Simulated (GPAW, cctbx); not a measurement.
## How far are the atoms of SiSn4Bi from free atoms?

Aim: compute the bonding part of the density of SiSn4Bi, find which reflections carry it, and see how it biases an ordinary refinement.

The cell comes from substitution in a known structure type and wasn't matched to any measured phase. All numbers below are calculated.

### 1. Find the equilibrium geometry

The density hangs on the geometry, so cell and atoms are relaxed first, with the symmetry held. The cutoff is set higher than for the density because stress converges slowly with plane waves.

Settings: GPAW 26.7.0, PBE, 570 eV, 5×5×5 k-points, Fermi–Dirac width 0.1 eV, BFGS to 0.03 eV/Å.

```text
cell
1.0
    -4.198000000    0.000000000    0.000000000
    -2.099000000   -3.409000000    5.336000000
    -2.099000000    3.409000000    5.336000000
Bi Sn Si
1 4 1
Direct
0.000000000 0.000000000 0.000000000
0.329500000 0.470200000 0.870800000
0.670500000 0.529800000 0.129200000
0.670500000 0.129200000 0.529800000
0.329500000 0.870800000 0.470200000
0.000000000 0.500000000 0.500000000
```

```console
$ OMP_NUM_THREADS=1 mpirun -n 4 gpaw python run.py > gpaw.log
```

```text
BFGS:    0      -23.769057        1.708058
BFGS:    1      -23.975088        1.535890
BFGS:    2      -24.762587        0.632717
BFGS:    3      -24.920313        0.290224
...
BFGS:   16      -25.086399        0.048606
BFGS:   17      -25.086683        0.041031
BFGS:   18      -25.087162        0.026541
cell  3.9726 7.1913 7.1913  59.65 73.97 73.97
volume 168.065 A^3, largest force 0.025 eV/A, largest stress 0.14 GPa
```

After 18 steps the volume has changed by +10.0 % and the energy by -1.318 eV; the largest stress left is 0.14 GPa. It took 15 min on 4 cores of Arm Neoverse V1 (shared host), peak memory 1.7 GiB.

Relaxed structure: Immm (no. 71), a = 3.9726 Å, b = 7.1534 Å, c = 11.8281 Å, α = 90.00°, β = 90.00°, γ = 90.00°.

```
atom  mult.    x       y       z
 Bi1      2    0       0       0
 Sn1      8  1/2  0.7165  0.1418
 Si1      2    0     1/2       0
```

### 2. The all-electron density

X-rays see the whole electron density, so the PAW density is rebuilt with its core regions. Subtracting spherical free atoms from the same code cancels the cores and leaves the deformation density Δρ, the part due to bonding.

Settings: PBE, 450 eV, 6×6×6 k-points, Fermi–Dirac width 0.1 eV; primitive cell of 6 atoms.

```console
$ OMP_NUM_THREADS=1 mpirun -n 4 gpaw python run.py > gpaw.log
```

```text
|iter:   1|       0s |  -24.994067 | +0.03 |       |
|iter:   2|       6s |  -24.972758 | -1.76 | -1.61 |
|iter:   3|      13s |  -24.855720 | -2.16 | -1.66 |
...
|iter:   9|      52s |  -24.847442c| -6.43 | -4.26c|
|iter:  10|      58s |  -24.847444c| -7.22 | -4.87c|
|iter:  11|      61s |  -24.847443c| -7.71c| -5.26c|
```

```text
gpts.py:43: UserWarning: Initial realspace grid (20,35,36) inconsistent with symmetries.
gpts.py:43: UserWarning: Initial realspace grid (20,35,36) inconsistent with symmetries.
gpts.py:43: UserWarning: Initial realspace grid (20,35,36) inconsistent with symmetries.
gpts.py:43: UserWarning: Initial realspace grid (20,35,36) inconsistent with symmetries.
gpts.py:70: UserWarning: Using symmetrized grid: (36,36,36).
gpts.py:70: UserWarning: Using symmetrized grid: (36,36,36).
gpts.py:70: UserWarning: Using symmetrized grid: (36,36,36).
gpts.py:70: UserWarning: Using symmetrized grid: (36,36,36).
grid (72, 72, 72)  electrons 297.000  moved by bonding 0.688 e
deformation density beyond 0.5 A of the nuclei: max 0.031, min -0.042 e/A^3
atom        x       y       z   Voronoi charge  moment
Bi1    0.0000  0.0000  0.0000      0.060       0.00
Sn2    0.6418  0.8584  0.2837      0.026       0.00
Sn3    0.3582  0.1416  0.7163      0.026       0.00
Sn4    0.3582  0.5747  0.7163      0.026       0.00
Sn5    0.6418  0.4253  0.2837      0.026       0.00
Si6    0.0000  0.5000  0.0000     -0.162       0.00
mean inner potential of superposed free atoms 17.842 V
total magnetic moment 0.000 muB
```

Deformation density in a plane through the shortest contact of the Sn atom at the origin, in 0.01 e/Å³ (clipped at ±99); x from -1.6 to 4.6 Å, y from 2.4 down to -2.4 Å:

```text
 -1   1   1   0  -2  -2  -2   0   1   0  -3  -3  -1  -1  -2   0
 -1   0   1   1   2   1   0   0   0   0  -1  -1  -2  -2  -1   0
  0   0   0   2   3   3   1   0  -1   0   1   2   2   1   0   0
  0   0   0   0   1   1   0   0   0   0   1   2   3   2   1   0
  0   0  -2  -3  -3  -4  -2   0   0   0  -1  -1   0   1   1   1
  1   0  -2  -1   .  -2  -3   1   2   0  -3   .  -2  -1   2   2
  1   1   0   .   .   0  -3   2   3   0  -2   .   .  -1   3   2
  0   0   0  -1   .  -1  -2   1   2   0  -2   .  -3  -1   2   2
  0   0   0   0  -1  -2  -1   0   1   1   0   0  -1   0   0   0
  0   0   0   1   0   0  -1   0   1   1   2   3   1   0   0   0
 -1   0   0   1   1   0   0   0   0   1   2   2   1   0  -1   0
 -1  -1   0   0   0   0   0   0  -1  -2  -2  -1  -1   0   0   0
  0   0  -1   0   0   0   0   0  -1  -2  -1  -2  -4   0   1   1
```

Atoms in or within 0.15 Å of the plane: Sn (0.0, 0.0), Si (3.0, 0.0) Å. Dots mark points within about 0.45 Å of a nucleus; large values next to them are atomic features.

Si gains most (-0.16 e) and Bi loses most (+0.06 e), which isn't the order of electronegativity: valence and coordination count too, and Voronoi cells cut space at the midplane whatever the atoms' sizes. Such charges fall far short of formal ones, since overlapping free atoms already put density on their neighbours. Along the shortest contact from the Sn atom at the map's origin, Sn–Si at 3.03 Å, Δρ is +0.03 e/Å³ at the midpoint and highest, +0.03, 1.68 Å from Sn (points within 0.5 Å of a nucleus left out): little piles up between the atoms. At the midpoints of other shortest contacts it is +0.03 (Sn–Sn, 3.10 Å) and +0.02 (Bi–Sn, 3.30 Å) e/Å³. Point values carry grid noise of about 0.01 e/Å³. The run needed 11 iterations, 77 s.

### 3. Structure factors

The Fourier components of Δρ, added to those of the free atoms, give the static X-ray structure factors; the Mott–Bethe relation turns them into the Fourier components V of the potential that fast electrons feel.

```text
static structure factors of the conventional cell: F in electrons, V (Mott-Bethe) in volts
   h  k  l      d  |F| table  |F| free   |F| DFT   change   |V| free  |V| DFT  change %
   0  1  1  6.1210    84.514    84.378    84.135   -0.243     0.582    0.707     21.3
   0  0  2  5.9140   104.963   104.880   105.121    0.242     2.458    2.342     -4.7
   1  0  1  3.7659    49.064    49.185    49.099   -0.086     1.590    1.607      1.0
   0  2  0  3.5767   148.366   148.518   148.501   -0.017     3.946    3.949      0.1
   1  1  0  3.4730   200.837   200.718   200.563   -0.155     3.418    3.444      0.7
   0  1  3  3.4530   192.815   192.693   192.547   -0.146     3.223    3.247      0.7
   0  2  2  3.0605   232.516   232.516   232.657    0.142     4.871    4.853     -0.4
   1  1  2  2.9948   110.341   110.210   110.099   -0.111     1.255    1.269      1.1
   0  0  4  2.9570   141.291   141.374   141.253   -0.121     3.502    3.517      0.4
   1  0  3  2.7984   460.904   460.928   460.636   -0.292     9.614    9.646      0.3
   1  2  1  2.5934   348.160   348.143   347.833   -0.311     6.911    6.940      0.4
   0  3  1  2.3374   236.442   236.345   236.077   -0.269     3.722    3.742      0.5
   0  2  4  2.2790   416.830   416.754   416.005   -0.748     7.805    7.858      0.7
   1  1  4  2.2515    58.829    58.774    58.845    0.071     0.213    0.208     -2.3
```

The largest X-ray change is -0.75 e on 024, 0.2 % of |F|. For electrons V goes as (Z − F)/g², so a change of F counts against Z − F, which is small at low angle and wherever the atoms' terms cancel: |V| of 011 moves by +21.3 % (0.58 to 0.71 V) against -0.3 % in |F|. The last three rows still change by up to 0.75 e; the table stops while the angles are still low. The tabulated Hartree–Fock atoms differ from the free DFT atoms by up to 0.15 e, so the choice of reference atom matters too.

### 4. How cheap can the run be?

Cutoff and k-mesh: one is changed at a time, to find what the result needs.

| run | ΔF 121 (e) | ΔF 103 (e) | ΔF 031 (e) | q(Si) (e) | moved (e) | time |
| --- | --- | --- | --- | --- | --- | --- |
| 450 eV 6×6×6 | -0.311 | -0.292 | -0.269 | -0.162 | 0.688 | 77 s |
| 250 eV 6×6×6 | -0.317 | -0.296 | -0.276 | -0.161 | 0.877 | 34 s |
| 350 eV 6×6×6 | -0.318 | -0.297 | -0.274 | -0.163 | 0.716 | 41 s |
| 750 eV 6×6×6 | -0.311 | -0.288 | -0.268 | -0.163 | 0.696 | 3.1 min |
| 450 eV 2×1×2 | -0.109 | -0.305 | -0.370 | -0.113 | 0.682 | 13 s |
| 450 eV 3×3×3 | -0.346 | -0.297 | -0.229 | -0.144 | 0.702 | 21 s |

Within 0.01 e of the base on all three: 250 eV 6×6×6, 350 eV 6×6×6 and 750 eV 6×6×6; the cheapest takes 0.44 of the base's time. The largest error, 0.202 e, comes with 450 eV 2×1×2. The moved charge is off by up to 27 % among these runs. Times are from shared hosts.

### 5. What a spherical-atom refinement makes of it

Routine crystallography fits spherical atoms. To see the bias, intensities are simulated from tabulated atoms plus the DFT change ΔF, so that bonding alone can misfit (10944 reflections of the full sphere, merged to the counts below, to 0.4 Å, 1.5 % proportional noise plus counting noise, assumed isotropic U as listed, Δρ smeared by the mean U) and refined with cctbx over different ranges.

```csv
range,data,R1,GooF,U Bi1 (true 0.0039),U Sn1 (true 0.0047),U Si1 (true 0.0073),largest shift (Å),"Δρ max, min (e/Å³)"
all data,1570,0.0052,0.92,0.0039,0.0047,0.0073,0.0001,"0.80, -0.63"
"low resolution, d > 0.84",197,0.0038,0.92,0.0038,0.0046,0.0074,0.0002,"0.27, -0.30"
"high order, d < 0.75",1299,0.0058,0.92,0.0039,0.0047,0.0072,0.0001,"0.64, -0.54"
"occupancies free, d > 0.7",322,0.0038,0.90,0.0040,0.0047,0.0073,0.0002,"0.33, -0.31"
```

With all data GooF is 0.92, so at this noise the bonding hardly shows; the top residual peak lies 0.38 Å from Bi and 3.12 Å from Sn. No U is off by more than 3 s.u. at low resolution. With Bi1 held at 1 and the scale free, the other occupancies refine to Sn1 0.999(0.001) and Si1 0.995(0.005), within three s.u. of full.

### 6. Answer

Bonding moves 0.69 e in the primitive cell of SiSn4Bi and changes the structure factors of the conventional cell in the table above by at most 0.75 e (024, 0.2 %), and among reflections above 2 % of the strongest by up to 0.3 % (011). The shortest bond, Sn–Si, has Δρ = +0.03 e/Å³ at its midpoint. Within 0.01 e of the base on all three: 250 eV 6×6×6, 350 eV 6×6×6 and 750 eV 6×6×6; the cheapest takes 0.44 of the base's time. The largest error, 0.202 e, comes with 450 eV 2×1×2. The moved charge is off by up to 27 % among these runs. With all data GooF is 0.92, so at this noise the bonding hardly shows. Limits: static density, frozen cores, no spin–orbit coupling.

[Outputs are excerpts: Python notices, other lines and further rows are left out; steps that failed or that the build refused (PBEsol, TPSS) are not shown.]

[Logs are printed without paths, hosts, clocks, repeated set-up lines and the standing remarks that a program may print on its own settings, such as how far it seeks lower states.]
